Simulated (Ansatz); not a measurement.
# A bimetallic surface: Ta on Al(111), quarter in the top layer, both faces

Wanted: the photoemission signature of Ta on Al(111), quarter in the top layer, both faces. Spin–orbit coupling is left out of the bands throughout.

Calculated with Ansatz 0.2.0; DFT, PBEsol, plane-wave PAW, default files, scalar-relativistic, in the first sound run; inputs show where later runs differ.

## (1) Starting point

The cell holds 5 atoms: 5 Al. Cell: a = 2.857 Å, b = 2.857 Å, c = 23.330 Å, α = 90.0°, β = 90.0°, γ = 60.0°. It derives from Al. Vacuum lies along c.

Structure file:

```cif
data_structure
_symmetry_space_group_name_H-M 'P 1'
_symmetry_Int_Tables_number 1
_cell_length_a 2.8567
_cell_length_b 2.8567
_cell_length_c 23.3300
_cell_angle_alpha 90.000
_cell_angle_beta 90.000
_cell_angle_gamma 60.000
_cell_volume 164.88
loop_
_atom_site_label
_atom_site_type_symbol
_atom_site_fract_x
_atom_site_fract_y
_atom_site_fract_z
_atom_site_occupancy
Al1 Al 0.00000 0.00000 0.69996 1
Al2 Al 0.66667 0.66667 0.59998 1
Al3 Al 0.33333 0.33333 0.50000 1
Al4 Al 0.00000 0.00000 0.40002 1
Al5 Al 0.66667 0.66667 0.30004 1
```

## (2) The clean face

The clean face is the reference for what the added atoms change.

Contents of input.yaml:

```yaml
crystal:
  lattice:
    - [2.856711396, 0.0, 0.0]
    - [1.428355698, 2.4739846402, 0.0]
    - [0.0, 0.0, 23.3299803501]
  atoms:
    - { symbol: Al, position: [0.0, 0.0, 0.699956884] }
    - { symbol: Al, position: [0.666666667, 0.666666667, 0.599978442] }
    - { symbol: Al, position: [0.333333333, 0.333333333, 0.5] }
    - { symbol: Al, position: [0.0, 0.0, 0.400021558] }
    - { symbol: Al, position: [0.666666667, 0.666666667, 0.300043116] }
kpoints:
  mp_grid: { grid: [18, 18, 1] }
scf:
  occupations: { method: fermi_dirac, width: 0.05 }
  n_extra_bands: 12
hamiltonian:
  xc: pbesol
  pseudopotentials: { kind: paw }
output:
  forces: true
  write_potential: true
  volumetric_format: []
  efg: { contact_densities: true }
  dos:
    projected: true
    de: 0.05
    e_range: [-30, 12]
    method: { smearing: { sigma: 0.1, scheme: gaussian } }
relax:
  f_tol: 0.03
  max_steps: 50
  constraints: [{ sites: [2] }]
```

Run with:

```console
$ ansatz run input.yaml --threads 4 --pin off --max-ram 12288MiB --backend cpu --events-out ev --progress --plain --runs-dir out
```

Numbers of over 12 decimals in the logs are rounded to 6 here.

What it wrote:

```text
scf.n_extra_bands = 12 over 8 filled bands (N_el = 15.0): the run solves 20 bands
Engine: ansatz 0.2.0, x86_64-unknown-linux-gnu
Pseudopotentials: kind: paw
Pseudopotential: Al, paw, valence charge 3, recommended cutoff 420 eV (normal), Al.paw.azcp
Functional definition: PBEsol
  exchange = pbesol_x
  correlation = pbesol_c
Crystal: 5 atoms, lattice volume = 164.884 Å³
Basis set: ecut = 420 eV, 3233 PW (Γ), exchange–correlation on 40×40×320 points (8 copies of the dense FFT grid, shifted against one another)
Bands: 20, of which v1, the nominal top of the filled ones, is band 8 counted from 1 (7 counted from 0)
Symmetry: 12 space group operations
Space group: P-3m1 (ITA 164), of the structure as read, at distance tolerance 5.5e-5 Å
k-points: 37 of 324
Non-local potential: Al, projectors of the file, l = 0: 2, l = 1: 2, l = 2: 1
PAW form: soft (Blöchl's): semilocal exchange-correlation on the pseudo side does not see the compensation charge
PAW frozen core: Al, regenerated for the run's functional, and the local potential with it (the file was generated under x = pbe(κ = 0.804, μ = 0.219515), c = pbe(β = 0.066725))
PAW one-centre angular grid: Al, 110 points (default); XC on 64 Gauss nodes
Initial density: superposition of atomic densities (neutral atoms: chi_scale 0, normalization atom), corrected by the library's trained network
Initial wavefunctions: pseudopotential atomic-orbital guess
Functional: x = pbesol(κ = 0.804, μ = 0.123457), c = pbesol(β = 0.046)
SCF iter   1: F=—  HF=-2621.876658 eV  |F-HF|=—  |Δ(HF+E_count)|=         —  Δρ=1.30e-3  dr2=4.56e-2  ethr=1.77e-3  ⟨swp⟩=9.1  Hψ=5861  notcnv=0  defer=46
preconditioner: auto → LDOS  [metal: Δε(μ)=0.108 eV  Ē_g=8.796 eV  σ=0.050 eV  W_gap=0.49  n_scr=12 (ndim 8)  ℏωp=11.2 eV  f_vac=0.394  D(μ)=1.96/eV (n_scr^D=10)  β→1.0]
SCF iter   2: F=—  HF=-2621.875713 eV  |F-HF|=—  |Δ(HF+E_count)|=   9.45e-4  Δρ=3.78e-4  dr2=9.65e-4  ethr=3.04e-4  ⟨swp⟩=2.2  Hψ=1196  notcnv=0  defer=159
SCF iter   3: F=—  HF=-2621.875631 eV  |F-HF|=—  |Δ(HF+E_count)|=   8.16e-5  Δρ=7.68e-5  dr2=1.04e-4  ethr=6.44e-6  ⟨swp⟩=2.6  Hψ=880  notcnv=0  defer=163
iter 4 did not close the SCF: its close was put off for the readings that it lacked (scf_convergence_deferred on its scf_iter line)
SCF iter   4: F=-2621.875627 eV  HF=-2621.875630 eV  |F-HF|=2.42e-6  |Δ(HF+E_count)|=   1.83e-6  Δρ=1.75e-5  dr2=3.53e-6  ethr=6.92e-7  ⟨swp⟩=1.3  Hψ=653  notcnv=0  defer=163
iter 5 did not close the SCF: its close was put off for the readings that it lacked (scf_convergence_deferred on its scf_iter line)
SCF iter   5: F=-2621.875630 eV  HF=-2621.875630 eV  |F-HF|=7.52e-9  |Δ(HF+E_count)|=   5.02e-7  Δρ=2.82e-6  dr2=6.50e-8  ethr=2.36e-8  ⟨swp⟩=1.9  Hψ=735  notcnv=0  defer=162
SCF iter   6: F=-2621.875630 eV  HF=-2621.875630 eV  |F-HF|=1.42e-9  |Δ(HF+E_count)|=   3.92e-8  Δρ=8.80e-7  dr2=2.66e-9  ethr=4.33e-10  ⟨swp⟩=12.8  Hψ=5361  notcnv=0
SCF 1 converged in 6 iterations: F = -2621.875630 eV  dr2 = 2.66e-9
  greatest PAW one-centre occupation: 0.465 electrons in one spin orbital (limit 2), on the Al atom at site 4 (counted from 0), in its partial waves of l = 0
relax step   1: F+E_penalty+E_count = -2621.87563006 eV  Δ(F+E_penalty+E_count) = +0.000e0 eV  max|allowed force component| = 1.009e-1 eV/Å  Δτ_max = 0.0000 Å  (6 SCF iters, dr2 threshold 2.25e-5 eV, accepted)
Initial density: handed on by an earlier stage of this run
Initial wavefunctions: those handed on with the density
iter 1 solved again at ethr=1.98e-4 eV; its pass at ethr=3.10e-3 eV (dr2=2.98e-2 eV) is discarded
SCF iter   1: F=—  HF=-2621.879972 eV  |F-HF|=—  |Δ(HF+E_count)|=         —  Δρ=1.10e-3  dr2=3.18e-2  ethr=1.98e-4  ⟨swp⟩=1.9  Hψ=3111  notcnv=0  defer=188
preconditioner: auto → LDOS  [metal: Δε(μ)=0.063 eV  Ē_g=8.815 eV  σ=0.050 eV  W_gap=0.28  n_scr=12 (ndim 8)  ℏωp=11.2 eV  f_vac=0.394  D(μ)=1.75/eV (n_scr^D=10)  β→1.0]
SCF iter   2: F=—  HF=-2621.878044 eV  |F-HF|=—  |Δ(HF+E_count)|=   1.93e-3  Δρ=3.63e-4  dr2=2.15e-3  ethr=1.98e-4  ⟨swp⟩=1.8  Hψ=645  notcnv=0  defer=188
SCF iter   3: F=—  HF=-2621.877704 eV  |F-HF|=—  |Δ(HF+E_count)|=   3.41e-4  Δρ=7.45e-5  dr2=7.86e-5  ethr=1.43e-5  ⟨swp⟩=2.1  Hψ=830  notcnv=0  defer=188
SCF iter   4: F=—  HF=-2621.877692 eV  |F-HF|=—  |Δ(HF+E_count)|=   1.10e-5  Δρ=1.48e-5  dr2=2.57e-6  ethr=5.24e-7  ⟨swp⟩=1.4  Hψ=761  notcnv=0  defer=188
SCF iter   5: F=-2621.877693 eV  HF=-2621.877693 eV  |F-HF|=2.12e-8  |Δ(HF+E_count)|=   4.69e-7  Δρ=3.27e-6  dr2=4.84e-8  ethr=6.67e-10  ⟨swp⟩=14.0  Hψ=5482  notcnv=0
SCF 2 converged in 5 iterations: F = -2621.877693 eV  dr2 = 4.84e-8
relax step   2: F+E_penalty+E_count = -2621.87769295 eV  Δ(F+E_penalty+E_count) = -2.063e-3 eV  max|allowed force component| = 4.223e-2 eV/Å  Δτ_max = 0.0383 Å  (5 SCF iters, accepted)
SCF iter   1: F=—  HF=-2621.878275 eV  |F-HF|=—  |Δ(HF+E_count)|=         —  Δρ=3.05e-4  dr2=2.45e-3  ethr=1.61e-4  ⟨swp⟩=3.2  Hψ=1878  notcnv=0  defer=193
preconditioner: auto → LDOS  [metal: Δε(μ)=0.070 eV  Ē_g=8.793 eV  σ=0.050 eV  W_gap=0.32  n_scr=12 (ndim 8)  ℏωp=11.2 eV  f_vac=0.394  D(μ)=1.81/eV (n_scr^D=10)  β→1.0]
SCF iter   2: F=—  HF=-2621.878125 eV  |F-HF|=—  |Δ(HF+E_count)|=   1.49e-4  Δρ=9.43e-5  dr2=1.24e-4  ethr=1.64e-5  ⟨swp⟩=1.3  Hψ=1052  notcnv=0  defer=193
SCF iter   3: F=—  HF=-2621.878101 eV  |F-HF|=—  |Δ(HF+E_count)|=   2.40e-5  Δρ=2.12e-5  dr2=5.72e-6  ethr=8.25e-7  ⟨swp⟩=2.2  Hψ=838  notcnv=0  defer=193
SCF iter   4: F=—  HF=-2621.878081 eV  |F-HF|=—  |Δ(HF+E_count)|=   2.02e-5  Δρ=4.35e-6  dr2=2.26e-7  ethr=3.81e-8  ⟨swp⟩=1.2  Hψ=592  notcnv=0  defer=193
SCF iter   5: F=-2621.878081 eV  HF=-2621.878081 eV  |F-HF|=2.38e-10  |Δ(HF+E_count)|=   4.03e-8  Δρ=1.06e-6  dr2=3.54e-9  ethr=6.67e-10  ⟨swp⟩=13.3  Hψ=4604  notcnv=0
SCF 3 converged in 5 iterations: F = -2621.878081 eV  dr2 = 3.54e-9
relax step   3: F+E_penalty+E_count = -2621.87808130 eV  Δ(F+E_penalty+E_count) = -3.884e-4 eV  max|allowed force component| = 1.540e-4 eV/Å  Δτ_max = 0.0106 Å  (5 SCF iters, accepted)
NSCF: frozen V_eff on 37 k-points
the band table was solved once a step of the walk had ended and its energy, with any forces and stress, was formed, with the checks that follow a solve (5709 applications of the Hamiltonian). They found nothing against the state; the energy, forces and stress were not computed again (output.eigenvalues in the input reference)
WARN: The output density's exchange-correlation potential varies sharply where the density is thin. Do not read a vacuum level from v_tot or v_xc, or from such a field of the output density. On a cell that repeats whose density bears no net charge and no dipole along the vacuum's axis use v_es (v_loc + v_h of the components); under efield.dipole_correction with no amplitude use v_es + v_field, which holds any externa [...]
SCF converged after 5 iterations
Free energy (F): -2621.878081 eV
Harris-Foulkes:  -2621.878081 eV  (|F-HF|=2.38e-10)
Internal energy: -2621.862215 eV  (E = F + TS)
E sigma→0 (E₀):  -2621.870148 eV
Entropy (-TS):   -0.015867 eV (-3.173 meV/atom)
Fermi energy:    1.907292 eV
--- Per-component energies (eV) ---
  E_band       = -34.470992
  E_kinetic    = 110.747190
  E_local      = -2805.794133  (includes V_loc(G=0)·N_el)
  E_nonlocal   = 52.342929
  E_hartree    = 1384.571619
  E_xc         = -194.843048
  E_vxc        = -142.925544  (∫ρ·V_xc dr)
  E_paw        = -2273.423644  (= ΣΔE_a)
  E_vpaw       = -17.982277  (= ΣTr[D̂ρ^β])
  E_aug_tail   = -0.000013  (compensation charges beyond the density's cutoff)
  E_ewald      = 1104.441190
  E_core_change = 0.095695  (= ΣΔE_core)
  E_smearing   = -0.015867  (= −TS)
  E_closure    = 0.000000  (closes the sum)
  Σ components = -2621.878081   (vs F -2621.878081, Δ=0.00e0)
--- Forces (eV/Å), atoms counted from 1 ---
  atom   1  Al    -0.00000000     0.00000000    -0.00006703
  atom   2  Al    -0.00000000     0.00000000     0.00015399
  atom   3  Al    -0.00000000     0.00000000     0.00000000
  atom   4  Al     0.00000000    -0.00000000    -0.00015399
  atom   5  Al     0.00000000    -0.00000000     0.00006703
  max |Σ_I F_I| component: 1.16e-18 eV/Å
--- PAW observables at the nuclei: V_zz in 10²¹ V/m², potentials from the cell's mean, atoms counted from 1 ---
  atom   1  Al V_zz =    +1.338889   η = 0.0000   by run symmetry: allowed
            electrostatic potential = -1222.449434 V   contact ρ = 10047.159143 e/Å³
  atom   2  Al V_zz =    -0.340353   η = 0.0000   by run symmetry: allowed
            electrostatic potential = -1222.612626 V   contact ρ = 10045.598606 e/Å³
  atom   3  Al V_zz =    -0.237556   η = 0.0000   by run symmetry: allowed
            electrostatic potential = -1222.654880 V   contact ρ = 10045.516777 e/Å³
  atom   4  Al V_zz =    -0.340353   η = 0.0000   by run symmetry: allowed
            electrostatic potential = -1222.612626 V   contact ρ = 10045.598606 e/Å³
  atom   5  Al V_zz =    +1.338889   η = 0.0000   by run symmetry: allowed
            electrostatic potential = -1222.449434 V   contact ρ = 10047.159143 e/Å³
--- Band table (eV; the first three rows and the last of 37) ---
  k-point 0: bands = [... 4 lower, -3.6704, -1.6496, 0.8076, 3.1615, 5.0078, 6.1356, 6.3004, 8.3140, ... 8 higher]
  k-point 1: bands = [... 4 lower, -3.5972, -1.5798, 0.8772, 3.2301, 5.0784, 6.2076, 6.3721, 8.3797, ... 8 higher]
  k-point 2: bands = [... 4 lower, -3.3782, -1.3707, 1.0852, 3.4336, 5.2869, 6.4203, 6.5837, 8.5312, ... 8 higher]
  k-point 36: bands = [... 4 lower, -0.4739, -0.4739, 0.3526, 0.3526, 0.8659, 1.6386, 2.6057, 2.6057, ... 8 higher]
--- Relaxed structure (3 steps of the walk, 3 accepted, 0 SCFs on fresh bases) ---
  F+E_penalty+E_count = -2621.87808130 eV   max|allowed force component| = 1.540e-4 eV/Å
  atoms:
    - { symbol: Al, position: [-1.8502841315495654e-18, -1.110223025659133e-18, 0.699141] }
    - { symbol: Al, position: [0.666667, 0.666667, 0.598792] }
    - { symbol: Al, position: [0.333333, 0.333333, 0.500000] }
    - { symbol: Al, position: [0, -1.1102230256591321e-18, 0.401208] }
    - { symbol: Al, position: [0.666667, 0.666667, 0.300859] }
```

The job ended after 4.2 s (4 threads of Intel Xeon 6975P-C (Granite Rapids), shared host; peak memory 0.55 GiB; 15 s of CPU time).

Relaxation path:

```csv
step,energy less that of the first step (eV),largest force component (eV/Å)
1,0.0000,0.1009
2,-0.0021,0.0422
3,-0.0025,0.0002
```

The run keeps the 12 symmetry operations that it works with, so distortions that break them were not tested.

The atoms that moved most (Å):

```csv
atom,dx,dy,dz,length
Al4,0.000,0.000,0.028,0.028
Al2,0.000,0.000,-0.028,0.028
Al5,0.000,0.000,0.019,0.019
Al1,0.000,0.000,-0.019,0.019
```

This step gave:

- free energy: -2621.8781 eV
- energy at zero smearing: -2621.8701 eV
- smearing term TS: 0.01587 eV
- Fermi energy: 1.907 eV
- symmetry operations: 12
- zero of energy: Fermi level
- share of occupied states in no projected shell: 0.0159 of the occupied states in the window
- DOS at the Fermi level: 1.859 states/eV/cell
- work function, upper face: 4.162 eV
- work function, lower face: 4.162 eV

The DOS has structure finer than the step of the table below, so its rows give means over 0.5 eV, whole bins alone (the curve runs from -12.6 to 5.88 eV). Peaks (eV: height): total -1.02: 2.97, 2.08: 3.36, 2.88: 3.71, 3.38: 4.15, 4.47: 3.99, 5.17: 4.07, 5.78: 4.24; Al 3p 2.08: 2.29, 2.88: 2.41, 3.38: 2.60, 4.58: 2.15, 5.17: 2.27, 5.47: 2.28, 5.78: 2.24; Al 3s -5.53: 0.851, -0.93: 0.942, -0.23: 0.839, 1.38: 0.864, 2.17: 0.875, 2.88: 0.835, 3.38: 0.910.

DOS against E, zero at the Fermi level; means over each step; values in states/eV/cell:

```csv
E (eV),total,Al 3p,Al 3s
-11.5,0,0,0
-11.0,0.0972,0.0202,0.0769
-10.5,0.316,0.120,0.196
-10.0,0.543,0.265,0.278
-9.5,0.631,0.361,0.268
-9.0,0.778,0.465,0.312
-8.5,0.815,0.507,0.307
-8.0,1.01,0.656,0.349
-7.5,1.14,0.731,0.404
-7.0,1.13,0.730,0.400
-6.5,1.37,0.906,0.454
-6.0,1.06,0.700,0.352
-5.5,1.73,1.10,0.616
-5.0,1.38,0.858,0.506
-4.5,1.64,1.08,0.550
-4.0,1.48,0.978,0.480
-3.5,1.92,1.34,0.555
-3.0,2.02,1.47,0.518
-2.5,1.88,1.45,0.394
-2.0,1.75,1.27,0.438
-1.5,1.77,1.26,0.470
-1.0,2.24,1.44,0.724
-0.5,2.11,1.35,0.671
0.0,2.24,1.56,0.579
0.5,2.28,1.49,0.667
1.0,1.96,1.28,0.536
1.5,2.69,1.68,0.792
2.0,2.83,1.87,0.696
2.5,1.94,1.25,0.483
3.0,2.77,1.74,0.645
3.5,3.16,1.94,0.695
4.0,2.65,1.64,0.495
4.5,3.68,1.99,0.585
5.0,3.39,1.78,0.499
5.5,3.53,1.91,0.460
```

The planar mean, electrostatic potential oscillates, so the rows of the table below give means over windows of 2.33 Å about each position, cut where the curve ends. Its maxima inside the range that stand out by 2 % of the span (Å: eV): 8.2: -0.410, 10.5: -0.581, 12.8: -0.581, 15.2: -0.410. Its minima: 7.0: -7.32, 9.3: -7.44, 11.7: -7.41, 14.0: -7.44, 16.3: -7.32.

From the Fermi level. Planar mean, electrostatic potential against z; means over each step:

z (Å), planar mean, electrostatic potential (eV) and a bar from the least value:
```
     1.17       4.16 ##############################
     3.50       4.14 ##############################
     5.83      -0.38 ###############
     8.16      -4.56 #
    10.48      -4.72 
    12.82      -4.72 
    15.14      -4.56 #
    17.48      -0.52 ##############
    19.80       4.14 ##############################
    22.13       4.16 ##############################
```

The spectra weight each projected shell by its atomic cross section (Dirac–Hartree–Slater) and angular factor, for linear light with the analyser at 30° from the polarisation. Broadening, on top of any smearing of the DOS itself: a Gaussian of 0.35 eV and a Lorentzian of 0.05 eV plus 0.08 times the binding energy (full widths), Fermi edge at 300 K. Each atom is damped by exp[−depth/(λ cos θ)], θ = 0° from the normal, λ from the universal curve. Curves are cut 10 eV under the photon energy, above any shell that the free atom's threshold puts out of reach, or at the lower edge of the window: 11.2 eV at 21.2 eV, 12.7 eV at 100 eV, 12.7 eV at 900 eV, 12.7 eV at 1486.7 eV and 12.7 eV at 5414.7 eV. Dipole terms alone, which is rough above 3 keV; no background, satellites or final-state effects.

Share of each shell in the spectrum's area (%), by photon energy:

```csv
shell,21.2 eV,100 eV,900 eV,1486.7 eV,5414.7 eV
Al 3s,74.1,42.6,77.9,85.8,96.2
Al 3p,25.9,57.4,22.1,14.2,3.8
```

Cross sections used, in Mb an electron:

```csv
shell,21.2 eV,100 eV,900 eV,1486.7 eV,5414.7 eV
Al 3s,0.15,0.053,0.0011,3.5e-4,1.3e-5
Al 3p,0.070,0.040,1.9e-4,4.0e-5,4.4e-7
```

At the Fermi level the DOS is 1.86 states/eV a cell, and on the broadened curves Al 3p holds 69 % of the total there.

(Part 1 of 4 ends here.)

[Logs are printed without paths, hosts, clocks, repeated set-up lines and the standing remarks that a program may print on its own settings, such as how far it seeks lower states.]

[Hosts, paths, dates, database ids (printed as entryN), source tags and the programs' standing remarks are cut or masked in the printed files.]

[Maps of the electrostatic potential energy from Ansatz leave out the sawtooth potential of an applied field or a dipole correction, so their vacuum need not be flat; work functions include it.]
